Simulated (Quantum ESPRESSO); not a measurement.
# Ag (Silver): electron-phonon coupling, part 2 of 3

Wanted: the coupling constant λ of Ag (Silver) at ambient pressure.

Quantum ESPRESSO 7.5; DFT LDA, scalar-relativistic, plane waves, PseudoDojo norm-conserving pseudopotentials.

So far. Step 2 (A first look): No gap opens on this mesh, so smearing is kept; the start stands at -6.7 GPa. Step 4 (Ground state): The cell stands at -0.029 GPa, close enough for phonons. The relaxed cell has a = 4.002 Å (conventional setting).

## 7. Linear response on the mesh

Linear response treats each wavevector in the unit cell, with no supercell; the 4×4×4 mesh fixes the range of the force constants to be had. The change of the potential is kept for the electron-phonon matrix elements.

Input file ph.in:

```
phonons
 &inputph
    prefix='x',
    outdir='./tmp',
    fildyn='x.dyn',
    tr2_ph=1.0d-18,
    alpha_mix(1)=0.4,
    nmix_ph=8,
    ldisp=.true.,
    nq1=4,
    nq2=4,
    nq3=4,
    electron_phonon='interpolated',
    fildvscf='dvscf',
    el_ph_sigma=0.005,
    el_ph_nsigma=10,
 /
```

The run is started by

```bash
$ OMP_NUM_THREADS=1 mpirun -n 4 ph.x -nk 4 -in ph.in > ph.out
```

The log of the run:

```text
[banners, grids, parts of the stress and lines that vanish by symmetry left out]
[banner, memory and clock lines left out]
Program PHONON v.7.5

     ./tmp/x.save/

     IMPORTANT: XC functional enforced from input :
     Exchange-correlation= PW
                           (   1   4   0   0   0   0   0)
     Any further DFT definition will be discarded
     Please, verify this is what you really want

     G-vector sticks info

     Reading collected, re-writing distributed wavefunctions in ./tmp/

     Dynamical matrices for ( 4, 4, 4)  uniform grid of q-points
     (   8 q-points):
       N         xq(1)         xq(2)         xq(3)
       1   0.000000000   0.000000000   0.000000000
       2   0.176776695   0.176776695  -0.176776695
[...]
Number and degeneracy of irreps per q-point
       N         xq(1)         xq(2)         xq(3)   N irreps
       1   0.000000000   0.000000000   0.000000000       1
        3
       2   0.176776695   0.176776695  -0.176776695       2
        1   2
[...]
1   2
[...]
1   2
[...]
No degeneracy
[...]
No degeneracy
       7  -0.707106781   0.000000000   0.000000000       2
        1   2
       8  -0.707106781   0.353553391   0.000000000       2
        1   2

     Saving dvscf to file. Distribute only q points, not irreducible representations.

     Calculation of q =    0.0000000   0.0000000   0.0000000

     phonons

     bravais-lattice index     =            0
     lattice parameter (alat)  =       5.3473  a.u.
     unit-cell volume          =     108.1177 (a.u.)^3
     number of atoms/cell      =            1
     number of atomic types    =            1
     kinetic-energy cut-off    =      86.0000  Ry
     charge density cut-off    =     344.0000  Ry
     convergence threshold     =      1.0E-18
     beta                      =       0.4000
     number of iterations used =            8
     Exchange-correlation= PW
                           (   1   4   0   0   0   0   0)

     celldm(1)=    5.34733  celldm(2)=    0.00000  celldm(3)=    0.00000
     celldm(4)=    0.00000  celldm(5)=    0.00000  celldm(6)=    0.00000

     crystal axes: (cart. coord. in units of alat)
               a(1) = (  0.0000  0.7071  0.7071 )
               a(2) = (  0.7071  0.0000  0.7071 )
               a(3) = (  0.7071  0.7071  0.0000 )

     reciprocal axes: (cart. coord. in units 2 pi/alat)
               b(1) = ( -0.7071  0.7071  0.7071 )
               b(2) = (  0.7071 -0.7071  0.7071 )
               b(3) = (  0.7071  0.7071 -0.7071 )

     Atoms inside the unit cell:

     Cartesian axes

     site n.  atom      mass           positions (alat units)
        1  Ag    107.8682   tau(    1) = (    0.00000    0.00000    0.00000  )

     Computing dynamical matrix for
                    q = (   0.0000000   0.0000000   0.0000000 )

     49 Sym.Ops. (with q -> -q+G )

     G cutoff =  249.1571  (  11575 G-vectors)     FFT grid: ( 32, 32, 32)

     number of k points=   145  Marzari-Vanderbilt smearing, width (Ry)=  0.0200

     PseudoPot. # 1 for Ag read from file:
     ./pseudo/Ag.upf
     Pseudo is Norm-conserving + core correction, Zval = 19.0

     Mode symmetry, O_h (m-3m)  point group:

     Atomic displacements:
     There are    1 irreducible representations

     Representation     1      3 modes -  To be done

     Alpha used in Ewald sum =   2.8000

     Representation #   1 modes #   1   2   3

     Self-consistent Calculation
      iter #   1   av.it.:   8.5
      thresh= 1.000E-02 alpha_mix =  0.400 |ddv_scf|^2 =  1.873E-05
      iter #   2   av.it.:  10.9
      thresh= 4.327E-04 alpha_mix =  0.400 |ddv_scf|^2 =  1.963E-06
[...]
End of self-consistent calculation

     Convergence has been achieved

     Number of q in the star =    1
     List of q in the star:
[...]
Diagonalizing the dynamical matrix

     q = (    0.000000000   0.000000000   0.000000000 )

 **************************************************************************
     freq (    1) =      -0.038784 [THz] =      -1.293700 [cm-1]
     freq (    2) =      -0.038784 [THz] =      -1.293700 [cm-1]
     freq (    3) =      -0.038784 [THz] =      -1.293700 [cm-1]
 **************************************************************************

     Mode symmetry, O_h (m-3m)  point group:

     freq (   1-   3) =         -1.3  [cm-1]   --> T_1u G_15  G_4- I
     Electron-phonon interaction  ...

     [... narrower broadenings left out ...]
     Gaussian Broadening:   0.020 Ry, ngauss=   0
     DOS =  1.719982 states/spin/Ry/Unit Cell at Ef= 18.530290 eV
     lambda(    1)=  0.0000   gamma=    0.00 GHz
     lambda(    2)=  0.0000   gamma=    0.00 GHz
     lambda(    3)=  0.0000   gamma=    0.00 GHz
     [... wider broadenings left out ...]

     Number of q in the star =    1
     List of q in the star:
[...]
Calculation of q =    0.1767767   0.1767767  -0.1767767
     [... set-up and bands at k+q left out ...]

     Mode symmetry, C_3v (3m)   point group:

     Atomic displacements:
     There are    2 irreducible representations

     Representation     1      1 modes -  To be done

[...]
Message from routine init_vloc:
     Interpolation table for Vloc re-allocated

     Alpha used in Ewald sum =   2.8000

     Representation #   1 mode #   1

     Self-consistent Calculation

[...]
[... iterations left out ...]
[...]
End of self-consistent calculation

     Convergence has been achieved

     Representation #   2 modes #   2   3

[...]
[... iterations left out ...]
[...]
Convergence has been achieved

[...]
Diagonalizing the dynamical matrix

     q = (    0.176776695   0.176776695  -0.176776695 )

[...]
freq (    1) =       1.694012 [THz] =      56.506160 [cm-1]
     freq (    2) =       1.694012 [THz] =      56.506160 [cm-1]
     freq (    3) =       4.112392 [THz] =     137.174637 [cm-1]
[...]
Mode symmetry, C_3v (3m)   point group:

     freq (   1-   2) =         56.5  [cm-1]   --> E    L_3
     freq (   3-   3) =        137.2  [cm-1]   --> A_1  L_1
     Electron-phonon interaction  ...

     [... narrower broadenings left out ...]
     Gaussian Broadening:   0.020 Ry, ngauss=   0
     DOS =  1.719982 states/spin/Ry/Unit Cell at Ef= 18.530290 eV
     lambda(    1)=  0.0744   gamma=    0.35 GHz
     lambda(    2)=  0.0753   gamma=    0.35 GHz
     lambda(    3)=  0.0267   gamma=    0.74 GHz
     [... wider broadenings left out ...]

[...]
[... set-up and bands at k+q left out ...]

     Mode symmetry, D_3d (-3m)  point group:

[...]
Representation #   1 mode #   1

[...]
Convergence has been achieved

     Representation #   2 modes #   2   3

[...]
Convergence has been achieved

[...]
q = (   -0.353553391  -0.353553391   0.353553391 )

[...]
freq (    1) =       2.468478 [THz] =      82.339577 [cm-1]
     freq (    2) =       2.468478 [THz] =      82.339577 [cm-1]
     freq (    3) =       5.678966 [THz] =     189.429911 [cm-1]
[...]
Mode symmetry, D_3d (-3m)  point group:

     freq (   1-   2) =         82.3  [cm-1]   --> E_u  L_3'
     freq (   3-   3) =        189.4  [cm-1]   --> A_2u L_2'
[...]
lambda(    1)=  0.0240   gamma=    0.24 GHz
     lambda(    2)=  0.0230   gamma=    0.23 GHz
     lambda(    3)=  0.0147   gamma=    0.78 GHz
[...]
Mode symmetry, C_4v (4mm)  point group:

[...]
Convergence has been achieved

     Representation #   2 modes #   2   3

[...]
Convergence has been achieved

[...]
q = (    0.353553391   0.000000000   0.000000000 )

[...]
freq (    1) =       2.581482 [THz] =      86.108968 [cm-1]
     freq (    2) =       2.581482 [THz] =      86.108968 [cm-1]
     freq (    3) =       4.156005 [THz] =     138.629403 [cm-1]
[...]
Mode symmetry, C_4v (4mm)  point group:

     freq (   1-   2) =         86.1  [cm-1]   --> E    G_5 D_5
     freq (   3-   3) =        138.6  [cm-1]   --> A_1  G_1 D_1
[...]
lambda(    1)=  0.0375   gamma=    0.41 GHz
     lambda(    2)=  0.0368   gamma=    0.40 GHz
     lambda(    3)=  0.0487   gamma=    1.38 GHz
[...]
Mode symmetry, C_s (m)     point group:

[...]
Convergence has been achieved

[...]
Convergence has been achieved

[...]
Convergence has been achieved

[...]
q = (   -0.176776695  -0.530330086   0.530330086 )

[...]
freq (    1) =       3.064963 [THz] =     102.236156 [cm-1]
     freq (    2) =       3.678738 [THz] =     122.709493 [cm-1]
     freq (    3) =       5.235485 [THz] =     174.636994 [cm-1]
[...]
Mode symmetry, C_s (m)     point group:

     freq (   1-   1) =        102.2  [cm-1]   --> A''
     freq (   2-   2) =        122.7  [cm-1]   --> A'
     freq (   3-   3) =        174.6  [cm-1]   --> A'
[...]
lambda(    1)=  0.0715   gamma=    1.10 GHz
     lambda(    2)=  0.0515   gamma=    1.14 GHz
     lambda(    3)=  0.0199   gamma=    0.89 GHz
[...]
Mode symmetry, C_2v (mm2)  point group:

[...]
Convergence has been achieved

[...]
Convergence has been achieved

[...]
Convergence has been achieved

[...]
q = (    0.000000000  -0.353553391   0.353553391 )

[...]
freq (    1) =       2.434492 [THz] =      81.205908 [cm-1]
     freq (    2) =       3.715518 [THz] =     123.936329 [cm-1]
     freq (    3) =       4.911327 [THz] =     163.824223 [cm-1]
[...]
Mode symmetry, C_2v (mm2)  point group:

     freq (   1-   1) =         81.2  [cm-1]   --> B_1  D_3  S_3
     freq (   2-   2) =        123.9  [cm-1]   --> B_2  D_4  S_4
     freq (   3-   3) =        163.8  [cm-1]   --> A_1  D_1  S_1
[...]
lambda(    1)=  0.0207   gamma=    0.20 GHz
     lambda(    2)=  0.0280   gamma=    0.64 GHz
     lambda(    3)=  0.0375   gamma=    1.49 GHz
[...]
Calculation of q =   -0.7071068   0.0000000   0.0000000
     [... set-up and bands at k+q left out ...]

     Mode symmetry, D_4h(4/mmm) point group:

     Atomic displacements:
     There are    2 irreducible representations

[...]
Alpha used in Ewald sum =   2.8000

     Representation #   1 mode #   1

[...]
Convergence has been achieved

     Representation #   2 modes #   2   3

[...]
Convergence has been achieved

[...]
Diagonalizing the dynamical matrix

     q = (   -0.707106781   0.000000000   0.000000000 )

[...]
freq (    1) =       3.675309 [THz] =     122.595114 [cm-1]
     freq (    2) =       3.675309 [THz] =     122.595114 [cm-1]
     freq (    3) =       5.611227 [THz] =     187.170396 [cm-1]
[...]
Mode symmetry, D_4h(4/mmm) point group:

     freq (   1-   2) =        122.6  [cm-1]   --> E_u  X_5' M_5'
     freq (   3-   3) =        187.2  [cm-1]   --> A_2u X_4' M_4'
     Electron-phonon interaction  ...

     [... narrower broadenings left out ...]
     Gaussian Broadening:   0.020 Ry, ngauss=   0
     DOS =  1.719982 states/spin/Ry/Unit Cell at Ef= 18.530290 eV
     lambda(    1)=  0.0289   gamma=    0.64 GHz
     lambda(    2)=  0.0260   gamma=    0.58 GHz
     lambda(    3)=  0.0269   gamma=    1.39 GHz
     [... wider broadenings left out ...]

[...]
Calculation of q =   -0.7071068   0.3535534   0.0000000
     [... set-up and bands at k+q left out ...]

     Mode symmetry, D_2d (-42m) point group:

     Atomic displacements:
     There are    2 irreducible representations

     Representation     1      1 modes -  To be done

     Representation     2      2 modes -  To be done

     Alpha used in Ewald sum =   2.8000

     Representation #   1 mode #   1

     Self-consistent Calculation

[...]
[... iterations left out ...]
[...]
End of self-consistent calculation

     Convergence has been achieved

     Representation #   2 modes #   2   3

     Self-consistent Calculation

      iter #   1   av.it.:   9.2
      thresh= 1.000E-02 alpha_mix =  0.400 |ddv_scf|^2 =  2.300E-04

      [... iterations left out ...]
      iter #  10   av.it.:  13.1
      thresh= 5.577E-10 alpha_mix =  0.400 |ddv_scf|^2 =  2.733E-19

     End of self-consistent calculation

     Convergence has been achieved

     Number of q in the star =    6
     List of q in the star:
[...]
Diagonalizing the dynamical matrix

     q = (   -0.707106781   0.353553391   0.000000000 )

 **************************************************************************
     freq (    1) =       3.604761 [THz] =     120.241870 [cm-1]
     freq (    2) =       4.663134 [THz] =     155.545417 [cm-1]
     freq (    3) =       4.663134 [THz] =     155.545417 [cm-1]
 **************************************************************************

     Mode symmetry, D_2d (-42m) point group:

     freq (   1-   1) =        120.2  [cm-1]   --> B_2  X_3  W_2
     freq (   2-   3) =        155.5  [cm-1]   --> E    X_5  W_3
     Electron-phonon interaction  ...

     [... narrower broadenings left out ...]
     Gaussian Broadening:   0.020 Ry, ngauss=   0
     DOS =  1.719982 states/spin/Ry/Unit Cell at Ef= 18.530290 eV
     lambda(    1)=  0.0745   gamma=    1.59 GHz
     lambda(    2)=  0.0309   gamma=    1.10 GHz
     lambda(    3)=  0.0308   gamma=    1.10 GHz
     [... wider broadenings left out ...]

     Number of q in the star =    6
     List of q in the star:
[...]
5   0.353553391   0.000000000  -0.707106781
          6  -0.353553391   0.000000000   0.707106781


[key lines of the parts left out:]
the Fermi energy is    18.4257 ev
```

It took 52 min on 4 MPI ranks of Arm Neoverse V1, shared host.

Read from the output:

* largest acoustic frequency at the zone centre before the sum rule: -1.29 cm⁻¹
* lowest mode on the q mesh (acoustic ones at the zone centre apart): 56.51 cm⁻¹

Frequencies (cm⁻¹) at each irreducible wavevector; negative means imaginary. Frequencies by wavevector:

```
  q (fractions)  star  mode 1  mode 2  mode 3
          0 0 0     1   -1.29   -1.29   -1.29
       0 0 0.25     8   56.51   56.51   137.2
       0 0 -0.5     4   82.34   82.34   189.4
    0 0.25 0.25     6   86.11   86.11   138.6
    0 0.25 -0.5    24   102.2   122.7   174.6
   0 0.25 -0.25    12   81.21   123.9   163.8
    0 -0.5 -0.5     3   122.6   122.6   187.2
0.25 -0.5 -0.25     6   120.2   155.6   155.6
```

Couplings of single modes at a Gaussian broadening of 0.02 Ry, as ph.x prints them; it sets λ to zero for modes under 20 cm⁻¹. Mode couplings:

```
  q (fractions)  mode  frequency (cm⁻¹)       λ  linewidth γ (GHz)
       0 0 0.25     1             56.51  0.0744               0.35
       0 0 0.25     2             56.51  0.0753               0.35
       0 0 0.25     3             137.2  0.0267               0.74
       0 0 -0.5     1             82.34   0.024               0.24
       0 0 -0.5     2             82.34   0.023               0.23
       0 0 -0.5     3             189.4  0.0147               0.78
    0 0.25 0.25     1             86.11  0.0375               0.41
    0 0.25 0.25     2             86.11  0.0368                0.4
    0 0.25 0.25     3             138.6  0.0487               1.38
    0 0.25 -0.5     1             102.2  0.0715                1.1
    0 0.25 -0.5     2             122.7  0.0515               1.14
    0 0.25 -0.5     3             174.6  0.0199               0.89
   0 0.25 -0.25     1             81.21  0.0207                0.2
   0 0.25 -0.25     2             123.9   0.028               0.64
   0 0.25 -0.25     3             163.8  0.0375               1.49
    0 -0.5 -0.5     1             122.6  0.0289               0.64
    0 -0.5 -0.5     2             122.6   0.026               0.58
    0 -0.5 -0.5     3             187.2  0.0269               1.39
0.25 -0.5 -0.25     1             120.2  0.0745               1.59
0.25 -0.5 -0.25     2             155.6  0.0309                1.1
0.25 -0.5 -0.25     3             155.6  0.0308                1.1
```

The acoustic modes at Γ come out as far as 1.3 cm⁻¹ from zero, where they should vanish, a small numerical error.

## 8. Fourier transform to real space

The dynamical matrices of the mesh are Fourier-transformed to force constants in real space.

Input file q2r.in:

```
 &input
    fildyn='x.dyn',
    zasr='crystal',
    flfrc='x.fc',
    la2F=.true.,
 /
```

The run is started by

```bash
$ q2r.x < q2r.in > q2r.out
```

The log of the run:

```text
[banners, grids, parts of the stress and lines that vanish by symmetry left out]
[banner, memory and clock lines left out]
Program Q2R v.7.5

  reading grid info from file x.dyn0

  reading force constants from file x.dyn1
  Dielectric Tensor not found
  nqs=            1
 q=   0.00000000  0.00000000  0.00000000
  reading force constants from file x.dyn2
  nqs=            8
 q=   0.17677670  0.17677670 -0.17677670
[...]
reading force constants from file x.dyn7
  nqs=            3
[...]
reading force constants from file x.dyn8
  nqs=            6
[...]
q=   0.35355339 -0.00000000 -0.70710678
 q=  -0.35355339 -0.00000000  0.70710678

      q-space grid ok, #points =   64

      fft-check success (sum of imaginary terms < 10^-12)

   Preparing gamma for a2F

 Broadening =      0.005
      q-space grid ok, #points =   64

      fft-check success (sum of imaginary terms < 10^-12)

 Broadening =      0.010
[...]
Broadening =      0.045
      q-space grid ok, #points =   64

      fft-check success (sum of imaginary terms < 10^-12)

 Broadening =      0.050
      q-space grid ok, #points =   64

      fft-check success (sum of imaginary terms < 10^-12)
```

Run time: 0.47 s. Hardware: 1 thread.

[end of part 2 of 3]

[Host names and launcher messages were left out of these logs when they were recorded.]

[Logs are printed without paths, hosts, clocks, repeated set-up lines and the standing remarks that a program may print on its own settings, such as how far it seeks lower states.]

[Hosts, paths, dates, database ids (printed as entryN), source tags and the programs' standing remarks are cut or masked in the printed files.]
